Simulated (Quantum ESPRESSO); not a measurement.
## SrO (Fm-3m): a worked LO-TO splitting

Aim: work out the LO frequency and the static dielectric constant of SrO (Fm-3m) from one linear-response run, then check them.

Method: DFT LDA, scalar-relativistic, plane waves, PseudoDojo norm-conserving pseudopotentials, in Quantum ESPRESSO 7.5.

The database entry behind the starting cell differs from later determinations by our own check (about 0.5 % short), so it need not match the best structure at ambient conditions.

### 1. Set-up

It takes space group Fm-3m (No. 225, cubic). The conventional cell has a = 5.061 Å, b = 5.061 Å, c = 5.061 Å, α = 90.00°, β = 90.00°, γ = 90.00°. Sr has 6 O at 2.53 Å nearest. Nearest to O lie 6 Sr at 2.53 Å. Farther neighbours and most contacts between anions are not listed.

As a file:

```cif
data_structure
_symmetry_space_group_name_H-M 'Fm-3m'
_symmetry_Int_Tables_number 225
_cell_length_a 5.0610
_cell_length_b 5.0610
_cell_length_c 5.0610
_cell_angle_alpha 90.000
_cell_angle_beta 90.000
_cell_angle_gamma 90.000
_cell_volume 129.63
loop_
_atom_site_label
_atom_site_type_symbol
_atom_site_symmetry_multiplicity
_atom_site_Wyckoff_symbol
_atom_site_fract_x
_atom_site_fract_y
_atom_site_fract_z
_atom_site_occupancy
Sr1 Sr 4 b 0.00000 0.50000 0.00000 1
O1 O 4 a 0.00000 0.00000 0.00000 1
```

This is the cell after its relaxation at this level of theory, not the database cell from which that began.

### 2. What the response run gave

A linear-response run on the relaxed cell, with the response to an electric field; only its zone-centre results are used. Cutoff 92 Ry, k mesh 8×8×8.

The log of the run:

```text
[banners, grids, parts of the stress and lines that vanish by symmetry left out]
Program PHONON v.7.5
     Reading xml data from directory:

[...]
Exchange-correlation= PW
                           (   1   4   0   0   0   0   0)
[...]
(   8 q-points):
[...]
kinetic-energy cut-off    =      92.0000  Ry
     charge density cut-off    =     368.0000  Ry
     convergence threshold     =      1.0E-18
[...]
Exchange-correlation= PW
                           (   1   4   0   0   0   0   0)
[...]
q = (   0.0000000   0.0000000   0.0000000 )
     49 Sym.Ops. (with q -> -q+G )
     G cutoff =  852.6195  (  26229 G-vectors)     FFT grid: ( 45, 45, 45)
     number of k points=    29
[...]
Mode symmetry, O_h (m-3m)  point group:
[...]
Dielectric constant
[...]
End of electric fields calculation
          Dielectric constant in cartesian axis
          (       3.862306682       0.000000000       0.000000000 )
          (      -0.000000000       3.862306682       0.000000000 )
          (       0.000000000      -0.000000000       3.862306682 )
          Effective charges (d Force / dE) in cartesian axis without acoustic sum rule applied (asr)
           atom    1  Sr    Mean Z*:        2.47556
      Ex  (        2.47556        0.00000       -0.00000 )
      Ey  (        0.00000        2.47556       -0.00000 )
      Ez  (       -0.00000       -0.00000        2.47556 )
           atom    2  O     Mean Z*:       -2.47586
      Ex  (       -2.47586       -0.00000        0.00000 )
      Ey  (        0.00000       -2.47586       -0.00000 )
      Ez  (        0.00000       -0.00000       -2.47586 )
          Effective charges Sum: Mean:       -0.00030
[...]
Effective charges (d Force / dE) in cartesian axis with asr applied:
           atom    1  Sr    Mean Z*:        2.47571
[...]
atom    2  O     Mean Z*:       -2.47571
[...]
Representation #   1 modes #   1   2   3
[...]
End of self-consistent calculation
     Convergence has been achieved
     Representation #   2 modes #   4   5   6
[...]
End of self-consistent calculation
     Convergence has been achieved
[...]
Dielectric constant in cartesian axis
          (       3.862306682       0.000000000       0.000000000 )
          (      -0.000000000       3.862306682       0.000000000 )
          (       0.000000000      -0.000000000       3.862306682 )
          Effective charges (d Force / dE) in cartesian axis without acoustic sum rule applied (asr)
           atom    1  Sr    Mean Z*:        2.47556
[...]
Mode symmetry, C_s (m)     point group:
[...]
q = (    0.750000000  -0.250000000   0.750000000 )
[...]
Mode symmetry, C_s (m)     point group:
     freq (   1-   1) =        120.9  [cm-1]   --> A''
     freq (   2-   2) =        144.9  [cm-1]   --> A'
     freq (   3-   3) =        201.0  [cm-1]   --> A'
     freq (   4-   4) =        265.9  [cm-1]   --> A''
     freq (   5-   5) =        286.3  [cm-1]   --> A'
     freq (   6-   6) =        376.9  [cm-1]   --> A'
[...]
Mode symmetry, C_2v (mm2)  point group:
[...]
q = (    0.500000000   0.000000000   0.500000000 )
[...]
Mode symmetry, C_2v (mm2)  point group:
     freq (   1-   1) =        110.9  [cm-1]   --> B_1  D_3  S_3
     freq (   2-   2) =        140.6  [cm-1]   --> B_2  D_4  S_4
     freq (   3-   3) =        194.9  [cm-1]   --> A_1  D_1  S_1
     freq (   4-   4) =        268.5  [cm-1]   --> B_2  D_4  S_4
     freq (   5-   5) =        281.7  [cm-1]   --> B_1  D_3  S_3
     freq (   6-   6) =        415.1  [cm-1]   --> A_1  D_1  S_1
[...]
Mode symmetry, D_4h(4/mmm) point group:
[...]
Convergence has been achieved
[...]
Convergence has been achieved
[...]
Convergence has been achieved
[...]
Convergence has been achieved
[...]
q = (    0.000000000  -1.000000000   0.000000000 )
[...]
freq (    5) =       7.303801 [THz] =     243.628567 [cm-1]
     freq (    6) =       9.347606 [THz] =     311.802557 [cm-1]
[...]
Mode symmetry, D_4h(4/mmm) point group:
     freq (   1-   2) =        126.3  [cm-1]   --> E_u  X_5' M_5'
     freq (   3-   3) =        198.3  [cm-1]   --> A_2u X_4' M_4'
     freq (   4-   5) =        243.6  [cm-1]   --> E_u  X_5' M_5'
     freq (   6-   6) =        311.8  [cm-1]   --> A_2u X_4' M_4'
[...]
Mode symmetry, D_2d (-42m) point group:
[...]
Representation #   1 mode #   1
[...]
Convergence has been achieved
     Representation #   2 mode #   2
[...]
Convergence has been achieved
     Representation #   3 modes #   3   4
[...]
End of self-consistent calculation
     Convergence has been achieved
     Representation #   4 modes #   5   6
[...]
End of self-consistent calculation
     Convergence has been achieved
[...]
q = (   -0.500000000  -1.000000000   0.000000000 )
[...]
freq (    1) =       4.549778 [THz] =     151.764267 [cm-1]
     freq (    2) =       5.146250 [THz] =     171.660432 [cm-1]
     freq (    3) =       5.146250 [THz] =     171.660432 [cm-1]
     freq (    4) =       8.530403 [THz] =     284.543611 [cm-1]
     freq (    5) =       8.530403 [THz] =     284.543611 [cm-1]
     freq (    6) =       9.833552 [THz] =     328.011983 [cm-1]
[...]
Mode symmetry, D_2d (-42m) point group:
     freq (   1-   1) =        151.8  [cm-1]   --> A_1  X_1  W_1
     freq (   2-   3) =        171.7  [cm-1]   --> E    X_5  W_3
     freq (   4-   5) =        284.5  [cm-1]   --> E    X_5  W_3
     freq (   6-   6) =        328.0  [cm-1]   --> B_2  X_3  W_2

   JOB DONE.
```

```
                       quantity   value
             cell volume Ω (Å³)  32.407
                 mass of Sr (u)  87.620
                  mass of O (u)  15.999
     Born charge of Sr, raw (e)   2.476
      Born charge of O, raw (e)  -2.476
                             ε∞   3.862
ω(TO) after the sum rule (cm⁻¹)   216.7
```

### 3. The calculation

The charges must sum to zero over the cell; taking off their mean, 0.000 e, leaves Z* = 2.476 e on Sr. In the polar mode Sr moves against O, so the reduced mass is μ = 87.62 × 16.00 / 103.62 = 13.529 u.

A longitudinal wave builds up a field that adds to the restoring force: ω(LO)² = ω(TO)² + 4π Z*² / (μ Ω ε∞), in Hartree atomic units. With μ = 24661 electron masses and Ω = 218.70 bohr³ the second term is 3.6976e-06 Ha², or 178110 cm⁻² (1 Ha = 219474.6 cm⁻¹).

So ω(LO) = √(46955 + 178110) = 474.4 cm⁻¹, and by the Lyddane-Sachs-Teller relation ε₀ = ε∞ (ω(LO)/ω(TO))² = 18.51.

### 4. Check against the program

The analysis program adds the same non-analytic term to the full matrix, here for q along (1 0 0).

The log of the run:

```text
[banner, memory and clock lines left out]
Program DYNMAT v.7.5

     Reading Dynamical Matrix from file x.dyn1
     ...Force constants read
     ...epsilon and Z* read

     Polarizability (A^3 units)
     multiply by 0.511744 for Clausius-Mossotti correction
         7.381599   -0.000000    0.000000
         0.000000    7.381599   -0.000000
         0.000000    0.000000    7.381599

     IR activities are in (D/A)^2/amu units

# mode   [cm-1]    [THz]      IR
    1      0.00    0.0000    0.0000
    2      0.00    0.0000    0.0000
    3      0.00    0.0000    0.0000
    4    216.69    6.4961   10.4523
    5    216.69    6.4961   10.4523
    6    474.40   14.2222   10.4523
```

ε₀ comes from the program's run without a direction of q.

```
    quantity  by hand  program
ω(LO) (cm⁻¹)    474.4    474.4
          ε₀    18.51    18.51
```

### 5. Summary of results

```json
{
 "TO mode": "216.7 cm⁻¹",
 "LO mode": "474.4 cm⁻¹",
 "static dielectric constant": "18.51"
}
```

In words: The LO mode of SrO (Fm-3m) lies at 474 cm⁻¹, 258 cm⁻¹ above the TO mode; the formula meets the program within 0.1 cm⁻¹, as it must for a cubic crystal with one polar mode. ω(LO)² − ω(TO)² goes with Z*²/ε∞: an error of 5 % in ε∞ would move the LO mode by 9.0 cm⁻¹, and semilocal functionals tend to overestimate ε∞. These are harmonic values at zero temperature, at the volume of this functional, for the structure held cubic; stability elsewhere in the zone is no part of this calculation.

[Host names and launcher messages were left out of these logs when they were recorded.]

[Logs are printed without paths, hosts, clocks, repeated set-up lines and the standing remarks that a program may print on its own settings, such as how far it seeks lower states.]

[Hosts, paths, dates, database ids (printed as entryN), source tags and the programs' standing remarks are cut or masked in the printed files.]
